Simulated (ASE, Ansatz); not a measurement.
# Localised basis functions on twisted Ti2CO2 MXene alternating trilayer, 77.90° (465 atoms), part 2 of 2

Aim: test how closely localised support functions follow the reference on twisted Ti2CO2 MXene alternating trilayer, 77.90° (465 atoms), and at what cost. A setting counts as converged where the r.m.s. difference of forces stays under 1 % of the r.m.s. force.

Ansatz 0.2.0; Kohn-Sham DFT, r2SCAN+D4, PAW (set soft_2), plane waves.

The cell: 93 C, 186 Ti and 186 O. Beside vacuum, support functions can miss their usual error bounds without a warning. The main run has no spin polarisation. Only the Γ point is sampled, in a cell whose shortest periodic width is 15 Å.

So far. Step 2 (Plane-wave single point): Mean Löwdin charges: C -0.96, O -0.65, Ti +1.21 e (they miss 0.36 % of the electrons, so they add up to more than the cell's charge). The largest share in the top eV of filled states is C p (48 % of the projected weight), and in the lowest eV of empty states Ti d (85 % of the projected weight).

**3. Local order (continued)**

The surroundings of O154, picked at random, nearest first, numbered as they follow in the input and with coordinates relative to it.

| atom | x | y | z | distance (Å) | bonds | Löwdin charge (e) | Fx | Fy | Fz (eV/Å) |
| --- | --- | --- | --- | --- | --- | --- | --- | --- | --- |
| O154 | 0.00 | 0.00 | 0.00 | 0.00 | 3 | -0.64 | -0.05 | 0.10 | -0.09 |
| Ti147 | -0.26 | -1.72 | -0.88 | 1.95 | 6 | 1.21 | -0.14 | -0.27 | 0.03 |
| Ti152 | -1.36 | 1.10 | -0.90 | 1.96 | 6 | 1.20 | -0.09 | 0.37 | 0.00 |
| Ti22 | 1.63 | 0.65 | -0.89 | 1.97 | 6 | 1.21 | 0.41 | -0.21 | 0.05 |
| C21 | 1.37 | -1.09 | -2.20 | 2.81 | 6 | -0.96 | -0.17 | 0.04 | -0.12 |
| C26 | 0.27 | 1.74 | -2.20 | 2.82 | 6 | -0.97 | 0.01 | -0.04 | -0.01 |
| C151 | -1.62 | -0.62 | -2.23 | 2.82 | 6 | -0.96 | -0.14 | 0.07 | 0.24 |
| O124 | -1.90 | -2.34 | 0.01 | 3.02 | 3 | -0.66 | -0.02 | 0.04 | -0.48 |
| O149 | 1.10 | -2.82 | 0.01 | 3.02 | 3 | -0.65 | -0.24 | -0.03 | -0.32 |
| O24 | 3.00 | -0.46 | 0.01 | 3.03 | 3 | -0.65 | -0.13 | 0.09 | -0.36 |
| O129 | -3.00 | 0.45 | -0.01 | 3.03 | 3 | -0.64 | 0.15 | 0.33 | -0.06 |
| O29 | 1.92 | 2.38 | 0.02 | 3.06 | 3 | -0.65 | -0.22 | -0.18 | -0.32 |
| O4 | -1.09 | 2.86 | 0.03 | 3.06 | 3 | -0.66 | 0.06 | -0.35 | -0.60 |
| O160 | 0.55 | 0.96 | 2.92 | 3.12 | 3 | -0.65 | -0.03 | 0.03 | 0.15 |

The column of bonds counts only the pairs O-Ti within 2.64 Å, Ti-C within 2.64 Å; other neighbours, such as metal atoms beside each other in a compound, aren't counted, and periodic images can show an atom twice.

**4. Support functions medium**

With localised support functions most steps grow linearly with size, though the diagonalisation grows faster unless the density matrix is cut; this run measures error and cost at this size.

This step: Kohn-Sham DFT, r2SCAN+D4, PAW (set soft_2), localised support functions (medium) (Ansatz 0.2.0).

Input file input.yaml:

```yaml
crystal:
  lattice:
    - [16.8703, 0.0, 0.0]
    - [-8.43515, 14.61011, 0.0]
    - [0.0, 0.0, 31.11]
  atoms:
    [... the 465 atom lines of step 2 ...]
kpoints:
  mp_grid: { grid: [1, 1, 1] }
hamiltonian:
  xc: r2scan
  dispersion: d4
scf:
  occupations: { method: gaussian, width: 0.025 }
  eigensolver: { kind: { support_functions: { accuracy: medium } } }
  mixing: { beta: 0.2 }
  max_iter: 150
output:
  forces: true
```

Started as:

```sh
> ansatz run input.yaml --threads 32 --pin off --max-ram 92160MiB --backend cuda --events-out ev --progress --plain --runs-dir out --max-vram 78GiB
```

The program printed:

```text
Warning: scf.eigensolver.kind.support_functions: disabling space-group detection — the functions' gradient is summed over unrotated k-points, so no spatial operation reduces the k-mesh or symmetrises the density; time reversal is kept, so that k and −k are solved as one point where they differ and the mesh holds both, and exact exchange and, on two spinor components, a DFT+U term hold to it where the run has them: [...]
settings of this run that can trade accuracy for cost: scf.eigensolver.kind.support_functions [...]
[...]
GPU FFT provider: cuFFT
GPU libraries: cuBLAS 13.8.1, cuFFT 12.4.0, cuSOLVER 12.3.2
[...]
Crystal: 465 atoms, lattice volume = 7667.898 Å³
Basis set: ecut = 500 eV, 194795 PW (Γ), exchange–correlation on 432×432×810 points (27 copies of the dense FFT grid, shifted against one another)
Bands: 2232, of which v1, the nominal top of the filled ones, is band 1860 counted from 1 (1859 counted from 0)
Symmetry: 1 space group operations
k-points: 1
[...]
GPU buffer pool allocated for 5598720 grid points (all kernels)
[...]
SCF iter   1: F=—  HF=-596077.200411 eV  |F-HF|=—  |Δ(HF+E_count)|=         —  Δρ=1.79e-1  dr2=2.96e3  dr2_τ=2.31e2  ethr=1.00e-1
[...]
SCF iter  22: F=—  HF=-595571.115204 eV  |F-HF|=—  |Δ(HF+E_count)|=   9.40e-5  Δρ=1.78e-5  dr2=1.89e-5  dr2_τ=1.97e-7  ethr=1.01e-9  κ⁻¹=2.0e-4(r=7)
SCF iter  23: F=-595571.115313 eV  HF=-595571.115297 eV  |F-HF|=1.60e-5  |Δ(HF+E_count)|=   9.34e-5  Δρ=6.98e-6  dr2=5.79e-6  dr2_τ=3.23e-7  ethr=5.07e-10
SCF 1 converged in 23 iterations: F = -595571.146506 eV  dr2 = 5.79e-6
[...]
SCF converged after 23 iterations
Stability not checked: this state was not tested for a lower state beside it, because the mixer in use, unlike msr1, does not test its closes by its own steps (another_mixer; see scf.mixing.algorithm and scf.lower_state_search)
Free energy (F): -595571.146506 eV
[...]
Internal energy: -595571.146506 eV  (E = F + TS)
E sigma→0 (E₀):  -595571.146506 eV
Fermi energy:    5.786800 eV
[...]
Σ components = -595571.146506   (vs F -595571.146506, Δ=0.00e0)
--- Forces (eV/Å), atoms counted from 1 ---
[... 465 lines of forces left out ...]
  max |Σ_I F_I| component: 1.99e-3 eV/Å
--- Band table (eV) ---
[... left out ...]
  guard bands above this table: 323 of the run's 2232 bands (output.publish_guard_bands: true publishes all)
```

The job ended after 37 s (1 × NVIDIA GB200 with 32 threads of Arm Neoverse V2, shared host; peak memory 4.3 GiB; 1.7 min of CPU time).

That memory is the host's; the program planned up to 33.4 GiB on the GPU.

The program notes that the band table was not solved further than the SCF left it and it switched symmetry off.

Keys that differ from the reference: support_functions.accuracy = "medium", scf.max_iter = 150 and scf.mixing.beta = 0.2.

Forces differ from the reference by 0.47 meV/Å r.m.s., 0.21 % of their size, well within a tolerance of 1 %; the energy by -4.6 meV/atom. It took 37 s and 23 cycles; the reference's time can't be set against it, since the two runs asked for unlike analyses. The two runs also began from different starting densities, which bears on cycles and time.

**5. Cost against change**

Each row is set against the plane-wave reference (Kohn-Sham DFT, r2SCAN+D4, PAW (set soft_2), plane waves; r.m.s. force component 0.223 eV/Å). Energies are set beside the reference only for runs with its functional, potentials and electron count. Times are for 1 × NVIDIA GB200 with 32 threads of Arm Neoverse V2, shared host. The reference's time includes the DOS, which some other runs skip.

| run | Δ force, r.m.s. (meV/Å) | share of r.m.s. force (%) | Δ energy (meV/atom) | Δ gap (eV) | cycles | time | host memory (GiB) | planned on the GPU (GiB) |
| --- | --- | --- | --- | --- | --- | --- | --- | --- |
| reference | - | - | - | - | 15 | 22 s | 6.1 | 49 |
| support functions medium | 0.473 | 0.212 | -4.58 | 0.0013 | 23 | 37 s | 4.3 | 33 |

**6. Outcome**

```
free energy per atom                             : -1280.7936 eV/atom
r.m.s. force component                           : 0.2227 eV/Å
gap (highest filled to lowest empty level) : 0.6608 eV
wall time of the 2 DFT runs                      : 60 s
```

What this shows: Against plane waves at 500 eV, the forces differ by 0.47 meV/Å (0.21 %) with support functions medium. At 465 atoms the run with support functions medium takes roughly 1.7 times the time of plane waves (whose run also made extra analyses, so the like-for-like ratio is larger), in 23 SCF cycles against 15. Differences between support functions and plane waves include what basis error the plane-wave run still has.

The highest filled and lowest empty levels differ by 0.661 eV at Γ alone; the mesh holds the band edges only if they fold onto it, so the gap at this level can be narrower or closed, while semilocal functionals tend to narrow gaps against experiment. By these cutoffs all C atoms have 6, all O atoms have 3 and all Ti atoms have 6 bonded neighbours.

What to keep in mind: The geometry was built by rule, was displaced at random and isn't relaxed at this level: its force components are 0.22 eV/Å r.m.s.

[Logs are printed without paths, hosts, clocks, repeated set-up lines and the standing remarks that a program may print on its own settings, such as how far it seeks lower states.]

[Hosts, paths, dates, database ids (printed as entryN), source tags and the programs' standing remarks are cut or masked in the printed files.]
